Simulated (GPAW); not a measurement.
# How As absorbs and reflects light

Aim: the dielectric function of As, and the optical constants that follow from it. The cell comes from an older database entry, whose edges can differ from later determinations, mostly by under a per cent.

Method: DFT, PBE, plane-wave PAW (GPAW data sets), scalar-relativistic, RPA, optical limit, in GPAW 26.7.0.

The database entry behind the starting cell differs from later determinations by our own check (old inner coordinate), so it need not match the best structure at ambient conditions.

### 1. The starting structure

The structure is trigonal, space group R-3m (No. 166). The conventional cell has a = 3.762 Å, b = 3.762 Å, c = 10.542 Å, α = 90.00°, β = 90.00°, γ = 120.00°. Nearest to As lie 3 As at 2.51 Å.

### 2. Ground state

The self-consistent density comes first; it also tells whether there is a gap, which decides the occupations and the need for a Drude term.

This step: DFT, PBE, plane-wave PAW (GPAW data sets), scalar-relativistic, ground state (GPAW 26.7.0).

File gs.py:

```python
from ase import Atoms
from ase.dft.bandgap import bandgap
from gpaw import GPAW, PW, FermiDirac

atoms = Atoms(['As', 'As'],
              cell=[[1.880796898700, 1.085878595700, 3.514061994500],
                    [-1.880796898700, 1.085878595700, 3.514061994500],
                    [0.000000000000, -2.171757191500, 3.514061994500]],
              scaled_positions=[[0.226000000000, 0.226000000000, 0.226000000000],
                                [0.774000000000, 0.774000000000, 0.774000000000]],
              pbc=[True, True, True])
atoms.calc = GPAW(mode=PW(500), xc='PBE', kpts={'size': (7, 7, 7), 'gamma': True},
                  occupations=FermiDirac(0.05), maxiter=150, txt='gs.txt')
print('energy (eV)', atoms.get_potential_energy())
print('Fermi level (eV)', atoms.calc.get_fermi_level())
print('valence electrons', atoms.calc.get_number_of_electrons())
print('gap (eV)', bandgap(atoms.calc, output=None)[0])
print('direct gap (eV)', bandgap(atoms.calc, direct=True, output=None)[0])
atoms.calc.write('gs.gpw')
```

Run with:

```sh
$ OMP_NUM_THREADS=1 python gs.py
```

Numbers of over 12 decimals in the logs are rounded to 6 here.

The program printed:

```text
__  _  _
 | _ |_)|_||  |
 |__||  | ||/\| - 26.7.0

Versions:
  Python: 3.12.14
  ASE:    3.29.0
  Numpy:  2.5.5
  Scipy:  1.18.1
  Libxc:  7.0.0

Input parameters:
  mode=PW(ecut=500.0),
  kpts=MonkhorstPack(size=(7, 7, 7), gamma=True),
  maxiter=150,
  occupations=Occupations(name='fermi-dirac', width=0.05, fixmagmom=False),
  xc=XC(name='PBE')

Diagonalizing LCAO Hamiltonian
Converting LCAO to pw mode

       As

       As

Atoms  # Å, Bohr magnetons
|   | symbol |         x |         y |        z |    initial magnetic moments |
| 0 |     As | -0.000000 | -0.000000 | 2.382534 | ( 0.0000,  0.0000,  0.0000) |
| 1 |     As |  0.000000 | -0.000000 | 8.159652 | ( 0.0000,  0.0000,  0.0000) |

Unit cell  # Å
| periodic |         x |         y |        z |  lengths |    angles |
|      yes |  1.880797 |  1.085879 | 3.514062 | 4.131000 | 54.167000 |
|      yes | -1.880797 |  1.085879 | 3.514062 | 4.131000 | 54.167000 |
|      yes |  0.000000 | -2.171757 | 3.514062 | 4.131000 | 54.167000 |

Number of symmetries: 12
Symmetry operations  # r_c * U_cc + t_c -> r_c
|    | kind |            matrix            |
|  0 |  E   |  1, 0, 0,  0, 1, 0,  0, 0, 1 |
|  1 |  σ   |  1, 0, 0,  0, 0, 1,  0, 1, 0 |
|  2 |  σ   |  0, 1, 0,  1, 0, 0,  0, 0, 1 |
|  3 |  C3  |  0, 1, 0,  0, 0, 1,  1, 0, 0 |
|  4 |  C3  |  0, 0, 1,  1, 0, 0,  0, 1, 0 |
|  5 |  σ   |  0, 0, 1,  0, 1, 0,  1, 0, 0 |
|  6 |  C2  |  0, 0,-1,  0,-1, 0, -1, 0, 0 |
|  7 |  S6  |  0, 0,-1, -1, 0, 0,  0,-1, 0 |
|  8 |  S6  |  0,-1, 0,  0, 0,-1, -1, 0, 0 |
|  9 |  C2  |  0,-1, 0, -1, 0, 0,  0, 0,-1 |
| 10 |  C2  | -1, 0, 0,  0, 0,-1,  0,-1, 0 |
| 11 |  i   | -1, 0, 0,  0,-1, 0,  0, 0,-1 |

BZ-sampling:
  Number of BZ points: 343
  Number of IBZ points: 44

  Monkhorst-Pack size: [7, 7, 7]
  Monkhorst-Pack shift: [0, 0, 0]

K-points  # in reciprocal-cell coordinates
|     |                                coordinates |     weight |
|   0 | (  0.00000000,   0.00000000,   0.00000000) | 0.00291545 |
|   1 | (  0.14285714,   0.00000000,  -0.14285714) | 0.01749271 |
|   2 | (  0.14285714,   0.00000000,   0.00000000) | 0.01749271 |
|   3 | (  0.14285714,   0.14285714,  -0.14285714) | 0.01749271 |
|   4 | (  0.14285714,   0.14285714,   0.00000000) | 0.01749271 |
|   5 | (  0.14285714,   0.14285714,   0.14285714) | 0.00583090 |
|   6 | (  0.28571429,  -0.14285714,  -0.14285714) | 0.01749271 |
|   7 | (  0.28571429,   0.00000000,  -0.28571429) | 0.01749271 |
|   8 | (  0.28571429,   0.00000000,  -0.14285714) | 0.03498542 |
|   9 | (  0.28571429,   0.00000000,   0.00000000) | 0.01749271 |
| ... |                                            |            |
|  43 | (  0.42857143,   0.42857143,   0.42857143) | 0.00583090 |

Plane wave coefficients: 1111
Cutoff: 500.0 eV

Spin-components: 1 (collinear spins)
Bands:           8
Projectors:      10
Spin-degeneracy: 2
Datatype:        complex128

Parallelization:
  kpt:    1
  domain: 1
  band:   1

Density:
  Valence electrons: 10.0
  Components: 1
  Grid points: [24 24 24]
  Charge: 0.0  # |e|

Potential:
  Grid points: [24 24 24]

species:
  As:
    name:    Arsenic
    id:
    Z:       33.0
    valence: 5
    core:    28
    charge:  0.0  # [|e|]
    compensation charges:
      type: gauss
      rc: 0.33  # [Å]
      lmax: 2
    cutoffs:
      filter: 1.87  # [Å]
      core: 2.96  # [Å]
    projectors
    | kind |    occ | energy [eV] | rcut [Å] |
    |   4s |  2.000 |     -14.487 |    1.058 |
    |   4p |  3.000 |      -5.196 |    1.058 |
    |    s |        |      12.725 |    1.058 |
    |    p |        |      22.016 |    1.058 |
    |    d |        |       0.000 |    1.058 |

    Using partial waves for As as LCAO basis

Reference energy: -123005.947200  # eV

eigensolver:
  PPCG
  Converge bands: occupied
  niter=2

density mixing:
  MSR1-Mixer
  Pratt-step length: 0.05
  Maximum mixing coefficient: 0.75
  Old densities: 10
  SVD Regularization: 0.005
  Good broyden scale: 1.0
  Trust region scale: 1.0
  Backstep threshold: 4.0
  History deletion threshold: 6.0
  Fourier metric: weight=20.0, sigma=0.015

occupation numbers:
  Fermi-Dirac:
    width: 0.0500  # eV

poisson solver:
  ecut: 4000.0  # eV

xc functional:
  name: PBE with 2 nearest neighbor stencil

convergence criteria:
- Maximum [total energy] change in last 3 cyles: 0.0005 eV / valence electron
- Maximum integral of absolute [dens]ity change: 0.0001 electrons / valence electron
- Maximum integral of absolute [eigenst]ate change: 4e-08 eV^2 / valence electron
maximum number of iterations: 150

SCF iterations
|iter     |      energy | eigst |  dens |
|iter:   1||   -9.331282 | -0.71 |       |
|iter:   2||   -9.332306 | -2.92 | -1.17 |
|iter:   3||   -9.325550 | -3.22 | -1.19 |
|iter:   4||   -9.325444 | -3.99 | -1.74 |
|iter:   5||   -9.325482c| -5.78 | -2.80 |
|iter:   6||   -9.325487c| -6.89 | -3.29 |
|iter:   7||   -9.325487c| -8.29c| -4.05c|

Converged in 7 steps
SCF loop duration: 7.173 s (1.025 s/step)
Energy contributions relative to reference atoms: (reference = -123005.947200)

Energy contributions:
  Kinetic:          19.766668
  Coulomb:         -19.072239
  Zero:             -0.020461
  External:          0.000000
  Xc:               -9.998224
  Entropy:          -0.002463
  Spinorbit:         0.000000
  ----------------------------
  Free energy:      -9.326719
  Extrapolated:     -9.325487

dipole moment: (-0.000000, 0.000000, -0.000024)  # |e|*Ang

Fermi level: 7.031
Eigenvalues  # (at kpt = [0.000, 0.000, 0.000])
| band index |      eig [eV] | occ [0-2] |
|          0 |        -8.059 |     2.000 |
|          1 |         1.220 |     2.000 |
|          2 |         4.529 |     2.000 |
|          3 |         4.964 |     2.000 |
|          4 |         4.964 |     2.000 |
|          5 |         8.603 |     0.000 |
|          6 |         9.917 |     0.000 |
|          7 |         9.917 |     0.000 |

No gap
No difference between direct/indirect transitions

--- standard output ---
energy (eV) -9.325487
Fermi level (eV) 7.031121
valence electrons 10.0
gap (eV) 0.0
direct gap (eV) 0.0
```

Elapsed: 11 s, on 1 thread of Intel Xeon at 2.70GHz, shared host; peak memory 0.15 GiB.

This step gave:

- energy: -9.325 eV
- Fermi energy: 7.031 eV
- electrons: 10

There are states at the Fermi level within the smearing, so the occupations stay smeared and the carriers get a Drude term.

### 3. Bands for the response

The response needs many more empty bands than the density does.

This step: DFT, PBE, plane-wave PAW (GPAW data sets), scalar-relativistic, bands at fixed density (GPAW 26.7.0).

File nscf.py:

```python
from ase.dft.bandgap import bandgap
from gpaw import GPAW, FermiDirac

calc = GPAW('gs.gpw').fixed_density(kpts={'size': (11, 11, 11), 'gamma': True}, nbands=44, convergence={'bands': 38},
                                    occupations=FermiDirac(0.05), txt='nscf.txt')
print('gap (eV)', bandgap(calc, output=None)[0])
print('direct gap (eV)', bandgap(calc, direct=True, output=None)[0])
print('top band over the Fermi level (eV)', min(calc.get_eigenvalues(kpt=k)[37] for k in range(len(calc.get_ibz_k_points()))) - calc.get_fermi_level())
calc.write('full.gpw', mode='all')
```

Run with:

```sh
$ OMP_NUM_THREADS=1 python nscf.py
```

The program printed:

```text
Diagonalizing LCAO Hamiltonian
Converting LCAO to pw mode
convergence criteria:
- Maximum integral of absolute [eigenst]ate change: 4e-08 eV^2 / valence electron
maximum number of iterations: 150

SCF iterations
|iter     |      energy | eigst |  dens |
|iter:   1||             | +3.94 |       |
|iter:   2||             | +2.59 |       |
|iter:   3||             | +1.58 |       |
|iter:   4||             | +0.54 |       |
|iter:   5||             | -0.42 |       |
|iter:   6||             | -1.30 |       |
|iter:   7||             | -2.20 |       |
|iter:   8||             | -2.99 |       |
|iter:   9||             | -3.83 |       |
|iter:  10||             | -4.55 |       |
|iter:  11||             | -5.25 |       |
|iter:  12||             | -5.83 |       |
|iter:  13||             | -6.35 |       |
|iter:  14||             | -6.80 |       |
|iter:  15||             | -7.29 |       |
|iter:  16||             | -7.76c|       |
SCF steps: 16
  __  _  _
 | _ |_)|_||  |
 |__||  | ||/\| - 26.7.0

Versions:
  Python: 3.12.14
  ASE:    3.29.0
  Numpy:  2.5.5
  Scipy:  1.18.1
  Libxc:  7.0.0

Input parameters:
  mode=PW(ecut=500.0),
  convergence={'bands': 38},
  gpts=array([24, 24, 24]),
  kpts=MonkhorstPack(size=(11, 11, 11), gamma=True),
  maxiter=150,
  nbands=44,
  occupations=Occupations(name='fermi-dirac', width=0.05, fixmagmom=False),
  parallel={},
  xc=XC(name='PBE')

--- standard output ---
gap (eV) 0.0
direct gap (eV) 0.0
top band over the Fermi level (eV) 37.755704
```

It took 3.4 min on 1 thread; peak memory 0.28 GiB.

### 4. Dielectric function, RPA

Transitions between filled and empty bands, summed over the zone, give the optical response, so mesh, band count and broadening shape it.

The induced potential is part of this response.

This step: DFT, PBE, plane-wave PAW (GPAW data sets), scalar-relativistic, RPA, optical limit (GPAW 26.7.0).

File df.py:

```python
from gpaw.response.df import DielectricFunction

df = DielectricFunction('full.gpw', frequencies={'type': 'nonlinear', 'domega0': 0.03, 'omega2': 8},
                        ecut=50,
                        eta=0.15,
                        nbands=38,
                        rate=0.05,
                        txt='df.txt')
for direction in ['x', 'z']:
    df.get_dielectric_function(xc='RPA', direction=direction, filename=f'df_{direction}.csv')
```

Run with:

```sh
$ OMP_NUM_THREADS=1 python df.py
```

The program printed:

```text
Using integrator: PointIntegrator
NonLinearFrequencyDescriptor(from 0.000 to 58.991 eV, 486 points)
Nonperiodic BCs:  [False False False]
Using integrator: PointIntegrator
NonLinearFrequencyDescriptor(from 0.000 to 58.991 eV, 486 points)
Nonperiodic BCs:  [False False False]
Using integrator: PointIntegrator

Calculating chi0 body with:
    Ground state adapter containing:
    Number of spins: 1
    Number of kpoints: 1331
    Number of irreducible kpoints: 146
    Number of completely occupied states: 4
    Number of partially occupied states: 7

    Linear response parametrization:
    q_c: [0.0, 0.0, 0.0]
    Number of frequency points: 486
    Planewave cutoff: 50.0
    Number of bands: 38
    Number of planewaves: 35
    Broadening (eta): 0.15

Integrating chi0 body.

Symmetries of q_c:
    Direct symmetries (Uq -> q): 12
    Indirect symmetries (TUq -> q): 0
In total 12 allowed symmetries.

146 groups of equivalent kpoints. 89.030804% reduction.

Integral kind: spectral function

Calculating chi0 optical extensions with:
    Ground state adapter containing:
    Number of spins: 1
    Number of kpoints: 1331
    Number of irreducible kpoints: 146
    Number of completely occupied states: 4
    Number of partially occupied states: 7

    Linear response parametrization:
    Number of frequency points: 486
    Planewave cutoff: 50.0
    Number of bands: 38
    Number of planewaves: 35
    Broadening (eta): 0.15
Integrating chi0 head and wings.

Symmetries of q_c:
    Direct symmetries (Uq -> q): 12
    Indirect symmetries (TUq -> q): 0
In total 12 allowed symmetries.

146 groups of equivalent kpoints. 89.030804% reduction.

Integral kind: spectral function wings

Calculating drude chi0 with:
    Number of frequency points:486
    Plasma frequency decay rate: 0.05 eV

    Ground state adapter containing:
    Number of spins: 1
    Number of kpoints: 1331
    Number of irreducible kpoints: 146
    Number of completely occupied states: 4
    Number of partially occupied states: 7

Symmetries of q_c:
    Direct symmetries (Uq -> q): 12
    Indirect symmetries (TUq -> q): 0
In total 12 allowed symmetries.

146 groups of equivalent kpoints. 89.030804% reduction.

Integral kind: intraband
Plasma frequency:
[[1.66-0.j 0.  +0.j 0.  +0.j]
 [0.  +0.j 1.66-0.j 0.  -0.j]
 [0.  +0.j 0.  -0.j 2.52+0.j]]
```

Wall time 31 s (1 thread); peak memory 0.21 GiB.

Some rows of df_x.csv (energy; Re and Im without local fields; Re and Im with them):

```text
0.000000, 1157.777870, -0.000000, 1155.634096, -0.000000
0.460735, 47.695982, 14.006858, 45.331809, 13.780034
0.943989, 34.894967, 29.929807, 32.338420, 29.078195
1.451455, 22.104698, 39.332324, 20.083410, 37.359451
1.984998, -0.607952, 34.264226, -1.157426, 32.410335
2.546682, 5.116301, 27.559879, 4.513577, 24.711062
3.138794, -3.483202, 22.647621, -2.471151, 20.890592
3.763875, -7.272025, 16.733946, -6.659106, 16.091524
4.424758, -6.744996, 9.197980, -6.650340, 8.778172
5.124608, -4.919859, 7.841478, -4.714926, 7.213605
5.866977, -6.488470, 7.291405, -5.717137, 7.067859
6.655862, -4.950421, 3.692710, -4.732303, 3.625334
7.495775, -2.985318, 2.320766, -2.996275, 2.055160
8.391833, -1.857771, 2.629901, -1.677595, 2.070444
9.349861, -2.275979, 2.238258, -1.878308, 2.048168
10.376517, -1.866111, 1.402143, -1.601568, 1.331764
11.479449, -1.373863, 0.951073, -1.161175, 0.899869
12.667487, -0.991524, 0.702540, -0.836199, 0.677445
13.950874, -0.621902, 0.528826, -0.483107, 0.472876
```

The Im ε has structure finer than the step of the table below, so its rows give means over 0.5 eV, whole bins alone (the curve runs from 0.305 to 14.0 eV). Peaks (eV: height): E ∥ x 0.75: 42.6, 1.25: 45.2, 1.56: 44.3, 2.62: 25.9; E ∥ z 1.63: 25.3, 3.06: 32.2.

Sum at mesh points, not converged in k. The Im ε by photon energy; means over each step:

| photon energy (eV) | E ∥ x | E ∥ z |
| --- | --- | --- |
| 1.0 | 36.0 | 8.36 |
| 1.5 | 39.8 | 18.2 |
| 2.0 | 28.9 | 14.0 |
| 2.5 | 23.4 | 16.8 |
| 3.0 | 21.5 | 28.0 |
| 3.5 | 18.5 | 22.3 |
| 4.0 | 13.9 | 13.7 |
| 4.5 | 9.10 | 9.94 |
| 5.0 | 8.00 | 7.08 |
| 5.5 | 7.95 | 5.78 |
| 6.0 | 6.21 | 5.06 |
| 6.5 | 3.89 | 3.49 |
| 7.0 | 2.73 | 2.93 |
| 7.5 | 1.98 | 2.33 |
| 8.0 | 1.90 | 2.83 |
| 8.5 | 2.20 | 3.13 |
| 9.0 | 2.29 | 2.91 |
| 9.5 | 1.98 | 2.47 |
| 10.0 | 1.58 | 1.96 |
| 10.5 | 1.29 | 1.90 |
| 11.0 | 1.17 | 1.69 |
| 11.5 | 0.924 | 1.26 |
| 12.0 | 0.920 | 1.28 |
| 12.5 | 0.739 | 1.14 |
| 13.0 | 0.662 | 1.13 |
| 13.5 | 0.571 | 1.10 |

Values under 1 per cm are given as 1; sum at mesh points, not converged in k. The absorption coefficient by photon energy:

| photon energy (eV) | E ∥ x (1/cm) | E ∥ z (1/cm) |
| --- | --- | --- |
| 0.492 | 55000 | 1.1e5 |
| 1.010 | 2.5e5 | 89158 |
| 1.486 | 5.3e5 | 2.6e5 |
| 1.985 | 8.2e5 | 4.1e5 |
| 2.508 | 7.9e5 | 4.5e5 |
| 3.018 | 1.0e6 | 1.0e6 |
| 3.510 | 1.3e6 | 1.4e6 |
| 3.980 | 1.4e6 | 1.3e6 |
| 4.516 | 1.3e6 | 1.3e6 |
| 4.981 | 1.4e6 | 1.3e6 |
| 5.515 | 1.4e6 | 1.3e6 |
| 6.021 | 1.7e6 | 1.4e6 |
| 6.494 | 1.6e6 | 1.3e6 |
| 6.985 | 1.6e6 | 1.3e6 |
| 7.496 | 1.4e6 | 1.1e6 |
| 8.026 | 1.3e6 | 1.1e6 |
| 8.516 | 1.3e6 | 1.3e6 |
| 9.023 | 1.4e6 | 1.4e6 |
| 9.483 | 1.4e6 | 1.4e6 |
| 10.026 | 1.5e6 | 1.4e6 |
| 10.519 | 1.4e6 | 1.4e6 |
| 11.029 | 1.4e6 | 1.5e6 |
| 11.479 | 1.3e6 | 1.4e6 |
| 12.023 | 1.3e6 | 1.3e6 |
| 12.504 | 1.3e6 | 1.2e6 |
| 13.000 | 1.2e6 | 1.3e6 |
| 13.512 | 1.2e6 | 1.3e6 |

The reflectivity at normal incidence has structure finer than the step of the table below, so its rows give means over 0.5 eV, whole bins alone (the curve runs from 0.305 to 14.0 eV). Peaks (eV: height): E ∥ x 0.68: 62.1, 1.25: 62.0, 1.63: 63.0, 4.29: 63.0, 7.15: 68.6, 9.96: 51.9, 11.33: 53.1; E ∥ z 1.63: 52.7, 3.59: 62.5, 6.12: 57.6, 7.04: 54.1, 9.68: 42.0, 11.33: 42.9.

Sum at mesh points, not converged in k. Table of reflectivity at normal incidence by photon energy; means over each step:

| photon energy (eV) | E ∥ x (%) | E ∥ z (%) |
| --- | --- | --- |
| 1.0 | 59.1 | 39.9 |
| 1.5 | 60.9 | 49.2 |
| 2.0 | 58.9 | 42.5 |
| 2.5 | 54.2 | 46.7 |
| 3.0 | 56.3 | 55.7 |
| 3.5 | 58.5 | 61.3 |
| 4.0 | 60.7 | 58.9 |
| 4.5 | 58.5 | 58.3 |
| 5.0 | 55.2 | 57.0 |
| 5.5 | 53.4 | 52.0 |
| 6.0 | 62.2 | 54.4 |
| 6.5 | 63.9 | 51.8 |
| 7.0 | 66.4 | 51.7 |
| 7.5 | 61.9 | 39.5 |
| 8.0 | 52.5 | 30.9 |
| 8.5 | 43.5 | 34.3 |
| 9.0 | 45.2 | 37.8 |
| 9.5 | 47.9 | 40.4 |
| 10.0 | 51.5 | 39.9 |
| 10.5 | 51.2 | 37.9 |
| 11.0 | 50.1 | 40.1 |
| 11.5 | 50.8 | 40.9 |
| 12.0 | 47.0 | 35.1 |
| 12.5 | 49.8 | 33.9 |
| 13.0 | 46.9 | 32.3 |
| 13.5 | 46.9 | 30.5 |

The Im ε, E ∥ x has structure finer than the step of the table below, so its rows give means over 0.25 eV, whole bins alone (the curve runs from 0.305 to 14.0 eV). Peaks (eV: height): without local fields 0.748: 43.3, 1.212: 47.1, 1.556: 46.7, 2.624: 28.7; with local fields 0.748: 42.6, 1.245: 45.2, 1.556: 44.3, 2.624: 25.9.

Sum at mesh points, not converged in k. The Im ε, E ∥ x by photon energy; means over each step:

| photon energy (eV) | without local fields | with local fields |
| --- | --- | --- |
| 0.50 | 18.2 | 17.9 |
| 0.75 | 38.5 | 37.8 |
| 1.00 | 33.1 | 32.0 |
| 1.25 | 43.9 | 42.1 |
| 1.50 | 42.6 | 40.4 |
| 1.75 | 37.1 | 35.1 |
| 2.00 | 32.3 | 30.5 |
| 2.25 | 23.0 | 21.3 |
| 2.50 | 26.3 | 23.7 |
| 2.75 | 26.0 | 23.7 |
| 3.00 | 23.6 | 21.5 |
| 3.25 | 21.8 | 20.3 |
| 3.50 | 19.4 | 18.6 |
| 3.75 | 16.9 | 16.2 |
| 4.00 | 14.5 | 13.9 |
| 4.25 | 11.5 | 11.2 |
| 4.50 | 9.24 | 8.71 |
| 4.75 | 9.56 | 8.82 |
| 5.00 | 8.60 | 7.97 |
| 5.25 | 8.23 | 7.44 |
| 5.50 | 8.88 | 8.08 |
| 5.75 | 8.02 | 7.65 |
| 6.00 | 6.42 | 6.38 |
| 6.25 | 4.47 | 4.49 |
| 6.50 | 3.95 | 3.89 |
| 6.75 | 3.51 | 3.45 |
| 7.00 | 2.81 | 2.74 |
| 7.25 | 2.21 | 2.06 |
| 7.50 | 2.28 | 2.03 |
| 7.75 | 2.19 | 1.87 |
| 8.00 | 2.32 | 1.88 |
| 8.25 | 2.54 | 2.01 |
| 8.50 | 2.76 | 2.19 |
| 8.75 | 2.85 | 2.38 |
| 9.00 | 2.59 | 2.30 |
| 9.25 | 2.33 | 2.12 |
| 9.50 | 2.17 | 1.98 |
| 9.75 | 1.91 | 1.82 |
| 10.00 | 1.62 | 1.56 |
| 10.25 | 1.47 | 1.41 |
| 10.50 | 1.36 | 1.29 |
| 10.75 | 1.31 | 1.22 |
| 11.00 | 1.24 | 1.19 |
| 11.25 | 1.05 | 1.02 |
| 11.50 | 0.958 | 0.905 |
| 11.75 | 0.982 | 0.921 |
| 12.00 | 0.963 | 0.941 |
| 12.25 | 0.821 | 0.833 |
| 12.50 | 0.740 | 0.739 |
| 12.75 | 0.707 | 0.674 |
| 13.00 | 0.699 | 0.669 |
| 13.25 | 0.637 | 0.624 |
| 13.50 | 0.587 | 0.571 |
| 13.75 | 0.547 | 0.518 |

Sum at mesh points, not converged in k. Table of loss function −Im 1/ε at q → 0 by energy loss; read off at these points:

| energy loss (eV) | E ∥ x | E ∥ z |
| --- | --- | --- |
| 0.5 | 0.00609 | 0.0914 |
| 1.0 | 0.0143 | 0.0226 |
| 1.5 | 0.0200 | 0.0198 |
| 2.0 | 0.0317 | 0.0513 |
| 2.5 | 0.0406 | 0.0264 |
| 3.0 | 0.0460 | 0.0284 |
| 3.5 | 0.0496 | 0.0401 |
| 4.0 | 0.0567 | 0.0604 |
| 4.5 | 0.0804 | 0.0764 |
| 5.0 | 0.0872 | 0.0908 |
| 5.5 | 0.0979 | 0.128 |
| 6.0 | 0.0796 | 0.115 |
| 6.5 | 0.0967 | 0.164 |
| 7.0 | 0.100 | 0.170 |
| 7.5 | 0.156 | 0.320 |
| 8.0 | 0.234 | 0.325 |
| 8.5 | 0.300 | 0.282 |
| 9.0 | 0.261 | 0.273 |
| 9.5 | 0.272 | 0.289 |
| 10.0 | 0.273 | 0.347 |
| 10.5 | 0.321 | 0.373 |
| 11.0 | 0.360 | 0.382 |
| 11.5 | 0.424 | 0.471 |
| 12.0 | 0.508 | 0.555 |
| 12.5 | 0.537 | 0.667 |
| 13.0 | 0.690 | 0.682 |
| 13.5 | 0.814 | 0.746 |

At chosen wavelengths:

| wavelength (nm) | n x | k x | R (%) x | 1/α x | n z | k z | R (%) z | 1/α z |
| --- | --- | --- | --- | --- | --- | --- | --- | --- |
| 1064 | 6.56 | 3.238 | 61.2 | 26 nm | 4.63 | 0.977 | 43.3 | 87 nm |
| 633 | 4.12 | 4.075 | 61.5 | 12 nm | 3.65 | 2.102 | 43.9 | 24 nm |
| 532 | 3.59 | 2.987 | 52.1 | 14 nm | 4.29 | 1.405 | 42.7 | 30 nm |
| 405 | 3.14 | 3.425 | 56.5 | 9.4 nm | 4.49 | 3.585 | 58.2 | 9.0 nm |
| 308 | 2.03 | 3.371 | 60.5 | 7.3 nm | 2.05 | 3.249 | 58.7 | 7.5 nm |
| 248 | 1.47 | 2.725 | 56.5 | 7.2 nm | 1.34 | 2.657 | 57.3 | 7.4 nm |
| 193 | 0.84 | 2.415 | 63.7 | 6.4 nm | 0.87 | 2.008 | 53.9 | 7.6 nm |

In reflection the computed colour is faintly violet: x = 0.310, y = 0.314, luminous reflectivity 49 %.

### 5. What came out

**Reading.** At this level (PBE, RPA) As is a metal. The mesh is too coarse to trust the carriers' weight, the reflectivity or the colour to better than tens of per cent. In reflection the computed colour is faintly violet: x = 0.310, y = 0.314, luminous reflectivity 49 %. The carriers' damping of 0.05 eV is typed, not computed; it shapes the response at the lowest energies. GPAW's carrier term has the form −ωp²/(ω + i·rate)², which damps like twice the rate and fails at low energy, so the curves leave the lowest energies out. The sum runs over mesh points 0.18 Å⁻¹ apart with no interpolation, so peaks are partly noise of the mesh, and the Drude plasma energy, a sum over the Fermi surface, isn't converged.

[Machine, clock and banner lines and Python warnings are left out of the logs.]

[Logs are printed without paths, hosts, clocks, repeated set-up lines and the standing remarks that a program may print on its own settings, such as how far it seeks lower states.]

[Hosts, paths, dates, database ids (printed as entryN), source tags and the programs' standing remarks are cut or masked in the printed files.]
